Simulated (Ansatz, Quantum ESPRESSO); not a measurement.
# Work-function anisotropy of Cu, part 4 of 6

Aim: the work function of the low-index faces of Cu, their order, and how far the functional matters.

Quantum ESPRESSO 7.5; plane-wave DFT, PBE, GBRV ultrasoft pseudopotentials; geometry and cross-check by Ansatz 0.2.0 with PAW datasets.

So far. Step 6 (Potential by pp.x of (111)): On (111) the work function under LDA lies +0.37 eV from PBE's. Step 7 (Relaxation with Ansatz of (100)): The relaxation lowers the energy by 2 meV an atom. Held were the atoms numbered 3; the forces quoted are those on the free ones.

## Step 11: Electrostatic potential of (100)

File 100.lda.pot.in:

```
&inputpp
  prefix = '100.lda'
  outdir = './out'
  filplot = '100.lda.pot.dat'
  plot_num = 11
/
```

Started as:

```sh
OMP_NUM_THREADS=1 mpirun -n 4 pp.x -in 100.lda.pot.in > 100.lda.pot.out
```

Elapsed: 0.79 s, on 4 MPI ranks of Arm Neoverse V1, shared host; peak memory 0.1 GiB; 2.8 s of CPU time.

Numbers from this step:

| Property | Result |
| --- | --- |
| work function of the upper face | 4.870 eV |
| slope of the potential above | 1.76e-4 eV/Å |
| upper vacuum line continued to the top atoms, over the Fermi level | 4.869 eV |
| work function of the lower face | 4.871 eV |
| slope of the potential below | -2.45e-5 eV/Å |
| lower vacuum line continued to the bottom atoms, over the Fermi level | 4.870 eV |

On (100) the work function under LDA lies +0.37 eV from PBE's.

## Step 12: Geometry from Ansatz of (110)

Level of this step: plane-wave DFT, PBE, Ansatz PAW (Ansatz 0.2.0).

System of this step: Cu(110), 7 layers. The cell holds 7 atoms: 7 Cu. Cell: a = 3.610 Å, b = 2.553 Å, c = 23.658 Å, α = 90.0°, β = 90.0°, γ = 90.0°. It derives from Cu. Vacuum lies along c.

File input.yaml:

```yaml
crystal:
  lattice:
    - [3.61, 0.0, 0.0]
    - [0.0, 2.5526554801, 0.0]
    - [0.0, 0.0, 23.6579664403]
  atoms:
    - { symbol: Cu, position: [0.0, 0.0, 0.338152479] }
    - { symbol: Cu, position: [0.5, 0.5, 0.3921016527] }
    - { symbol: Cu, position: [0.0, 0.0, 0.4460508263] }
    - { symbol: Cu, position: [0.5, 0.5, 0.5] }
    - { symbol: Cu, position: [0.0, 0.0, 0.5539491737] }
    - { symbol: Cu, position: [0.5, 0.5, 0.6078983473] }
    - { symbol: Cu, position: [0.0, 0.0, 0.661847521] }
kpoints:
  mp_grid: { grid: [8, 12, 1] }
hamiltonian:
  xc: pbe
scf:
  occupations: { method: fermi_dirac, width: 0.1 }
  convergence: { dr2_threshold: 1.0e-08 }
efield:
  axis: 3
  dipole_correction: true
  ramp_position: 0.97
  ramp_width: 0.04
relax:
  f_tol: 0.01
  constraints: [{ sites: [2, 3, 4] }]
output:
  write_potential: true
  write_density: true
  volumetric_format: npy
```

Started as:

```sh
ansatz run input.yaml --threads 4 --pin off --max-ram 8192MiB --backend cpu --events-out ev --progress --plain --runs-dir out
```

Numbers of over 12 decimals in the logs are rounded to 6 here.

Log:

```text
[...]
Crystal: 7 atoms, lattice volume = 218.010 Å³
Basis set: ecut = 420 eV, 4311 PW (Γ), exchange–correlation on 50×36×320 points (8 copies of the dense FFT grid, shifted against one another)
Bands: 80, of which v1, the nominal top of the filled ones, is band 67 counted from 1 (66 counted from 0)
Symmetry: 4 space group operations
k-points: 35 of 96
[...]
SCF iter   1: F=—  HF=-46374.408530 eV  |F-HF|=—  |Δ(HF+E_count)|=         —  Δρ=2.35e-3  dr2=3.87e-2  ethr=1.77e-3  p=-0.000 e·Å  D=-2.89e-5 V/Å  ΔV_dip=0.00 eV  dr2_dipole=8.13e-8  V_vac-E_F(+/−)=4.26/4.26 eV  ⟨swp⟩=7.7  Hψ=11612  notcnv=0  defer=53
[...]
SCF iter  10: F=-46374.412968 eV  HF=-46374.412968 eV  |F-HF|=5.28e-8  |Δ(HF+E_count)|=   8.55e-8  Δρ=1.35e-6  dr2=2.81e-9  ethr=7.52e-12  p=-0.000 e·Å  D=-4.86e-7 V/Å  ΔV_dip=0.00 eV  dr2_dipole=4.74e-12  V_vac-E_F(+/−)=4.33/4.33 eV  ⟨swp⟩=9.1  Hψ=18230  notcnv=0
SCF 1 converged in 10 iterations: F = -46374.412968 eV  dr2 = 2.81e-9
[...]
relax step   1: F+E_penalty+E_count = -46374.41296777 eV  Δ(F+E_penalty+E_count) = +0.000e0 eV  max|allowed force component| = 3.810e-1 eV/Å  Δτ_max = 0.0000 Å  (10 SCF iters, accepted)
[...]
SCF iter  10: F=-46374.435493 eV  HF=-46374.435493 eV  |F-HF|=1.46e-8  |Δ(HF+E_count)|=   7.93e-9  Δρ=7.19e-7  dr2=9.24e-10  ethr=7.52e-12  p=0.000 e·Å  D=4.17e-7 V/Å  ΔV_dip=-0.00 eV  dr2_dipole=2.68e-14  V_vac-E_F(+/−)=4.34/4.34 eV  ⟨swp⟩=8.7  Hψ=17735  notcnv=0
SCF 2 converged in 10 iterations: F = -46374.435493 eV  dr2 = 9.24e-10
relax step   2: F+E_penalty+E_count = -46374.43549311 eV  Δ(F+E_penalty+E_count) = -2.253e-2 eV  max|allowed force component| = 2.608e-1 eV/Å  Δτ_max = 0.0238 Å  (10 SCF iters, accepted)
SCF iter   1: F=—  HF=-46374.459017 eV  |F-HF|=—  |Δ(HF+E_count)|=         —  Δρ=3.98e-3  dr2=1.60e-2  ethr=1.33e-4  p=0.000 e·Å  D=3.76e-7 V/Å  ΔV_dip=-0.00 eV  dr2_dipole=3.77e-12  V_vac-E_F(+/−)=4.34/4.34 eV  ⟨swp⟩=4.5  Hψ=6521  notcnv=0  defer=146
[...]
SCF iter  11: F=-46374.452631 eV  HF=-46374.452631 eV  |F-HF|=1.21e-8  |Δ(HF+E_count)|=   5.85e-8  Δρ=8.39e-7  dr2=1.22e-9  ethr=7.52e-12  p=0.000 e·Å  D=3.53e-7 V/Å  ΔV_dip=-0.00 eV  dr2_dipole=8.72e-14  V_vac-E_F(+/−)=4.37/4.37 eV  ⟨swp⟩=9.1  Hψ=18284  notcnv=0
SCF 3 converged in 11 iterations: F = -46374.452631 eV  dr2 = 1.22e-9
[...]
relax step   3: F+E_penalty+E_count = -46374.45263084 eV  Δ(F+E_penalty+E_count) = -1.714e-2 eV  max|allowed force component| = 3.618e-3 eV/Å  Δτ_max = 0.0382 Å  (11 SCF iters, accepted)
[...]
the search or the solves at the SCF's close seem to have found levels that the self-consistency loop had missed (the run counts 2). By its estimate they hold under 1e-12 electrons; where the run keeps them, the occupations were computed again with them
[...]
SCF converged after 11 iterations
Free energy (F): -46374.452631 eV
[...]
Internal energy: -46374.377985 eV  (E = F + TS)
E sigma→0 (E₀):  -46374.415308 eV
Entropy (-TS):   -0.074646 eV (-10.664 meV/atom)
Fermi energy:    3.665952 eV
Dipole field:    D = -0.000000 V/Å  (p = -0.000000 e·Å, saw-weighted, corrected)
Work function:   Φ+ = 4.3704 eV   Φ− = 4.3704 eV
[...]
--- Forces (eV/Å), atoms counted from 1 ---
  atom   1  Cu     0.00000000     0.00000000    -0.00361767
  atom   2  Cu     0.00000000     0.00000000     0.00073074
  atom   3  Cu     0.00000000     0.00000000     0.02577721
  atom   4  Cu     0.00000000     0.00000000     0.00000032
  atom   5  Cu     0.00000000     0.00000000    -0.02577677
  atom   6  Cu     0.00000000     0.00000000    -0.00073142
  atom   7  Cu     0.00000000     0.00000000     0.00361794
  max |Σ_I F_I| component: 3.51e-7 eV/Å
--- Band table (eV; the first three rows and the last of 35) ---
  k-point 0: bands = [... 63 lower, 2.1298, 2.3008, 2.3295, 2.6486, 4.0267, 5.9369, 6.1832, 7.6035, ... 9 higher]
  k-point 1: bands = [... 63 lower, 2.1078, 2.2135, 2.3155, 2.7256, 4.1766, 6.2951, 6.3397, 7.7608, ... 9 higher]
  k-point 2: bands = [... 63 lower, 2.1384, 2.2255, 2.3014, 2.9471, 4.6081, 6.7894, 7.2189, 8.2261, ... 9 higher]
  k-point 34: bands = [... 63 lower, 3.5253, 3.6806, 5.1723, 5.4272, 7.2216, 7.5958, 7.6018, 7.6507, ... 9 higher]
--- Relaxed structure (3 steps of the walk, 3 accepted, 0 SCFs on fresh bases) ---
  F+E_penalty+E_count = -46374.45263084 eV   max|allowed force component| = 3.618e-3 eV/Å
  atoms:
    - { symbol: Cu, position: [0.0, 0.0, 0.340571] }
    - { symbol: Cu, position: [0.5, 0.5, 0.389881] }
    - { symbol: Cu, position: [0.0, 0.0, 0.446051] }
    - { symbol: Cu, position: [0.5, 0.5, 0.5] }
    - { symbol: Cu, position: [0.0, 0.0, 0.5539491737] }
    - { symbol: Cu, position: [0.5, 0.5, 0.610119] }
    - { symbol: Cu, position: [0.0, 0.0, 0.659429] }
```

It took 55 s on 4 threads; peak memory 0.86 GiB; 3.7 min of CPU time.

Relaxation path:

```csv
step,energy less that of the first step (eV),largest force component (eV/Å)
1,0.0000,0.3810
2,-0.0225,0.2608
3,-0.0397,0.0036
```

Forces are held to the 4 operations that the run works with; a distortion that breaks them can't arise in this run.

The atoms that moved most (Å):

| atom | dx | dy | dz | length |
| --- | --- | --- | --- | --- |
| Cu1 | 0.000 | 0.000 | 0.057 | 0.057 |
| Cu7 | 0.000 | 0.000 | -0.057 | 0.057 |
| Cu6 | 0.000 | 0.000 | 0.053 | 0.053 |
| Cu2 | 0.000 | 0.000 | -0.053 | 0.053 |

Final coordinates:

```cif
data_structure
_symmetry_space_group_name_H-M 'P 1'
_symmetry_Int_Tables_number 1
_cell_length_a 3.6100
_cell_length_b 2.5527
_cell_length_c 23.6580
_cell_angle_alpha 90.000
_cell_angle_beta 90.000
_cell_angle_gamma 90.000
_cell_volume 218.01
loop_
_atom_site_label
_atom_site_type_symbol
_atom_site_fract_x
_atom_site_fract_y
_atom_site_fract_z
_atom_site_occupancy
Cu1 Cu 0.00000 0.00000 0.34057 1
Cu2 Cu 0.50000 0.50000 0.38988 1
Cu3 Cu 0.00000 0.00000 0.44605 1
Cu4 Cu 0.50000 0.50000 0.50000 1
Cu5 Cu 0.00000 0.00000 0.55395 1
Cu6 Cu 0.50000 0.50000 0.61012 1
Cu7 Cu 0.00000 0.00000 0.65943 1
```

The relaxation lowers the energy by 6 meV an atom. Held were the atoms numbered 3, 4 and 5; the forces quoted are those on the free ones.

Numbers from this step:

```
free energy                     : -46374.4526 eV
energy at zero smearing         : -46374.4153 eV
smearing term TS                : 0.07465 eV
Fermi energy                    : 3.666 eV
symmetry operations             : 4
work function of the upper face : 4.370 eV
work function of the lower face : 4.370 eV
dipole along the normal         : -3.33e-8 e·Å
```

(Part 4 of 6 ends here.)

[Logs are printed without paths, hosts, clocks, repeated set-up lines and the standing remarks that a program may print on its own settings, such as how far it seeks lower states.]

[Hosts, paths, dates, database ids (printed as entryN), source tags and the programs' standing remarks are cut or masked in the printed files.]

[Maps of the electrostatic potential energy from Ansatz leave out the sawtooth potential of an applied field or a dipole correction, so their vacuum need not be flat; planar profiles and work functions include it.]
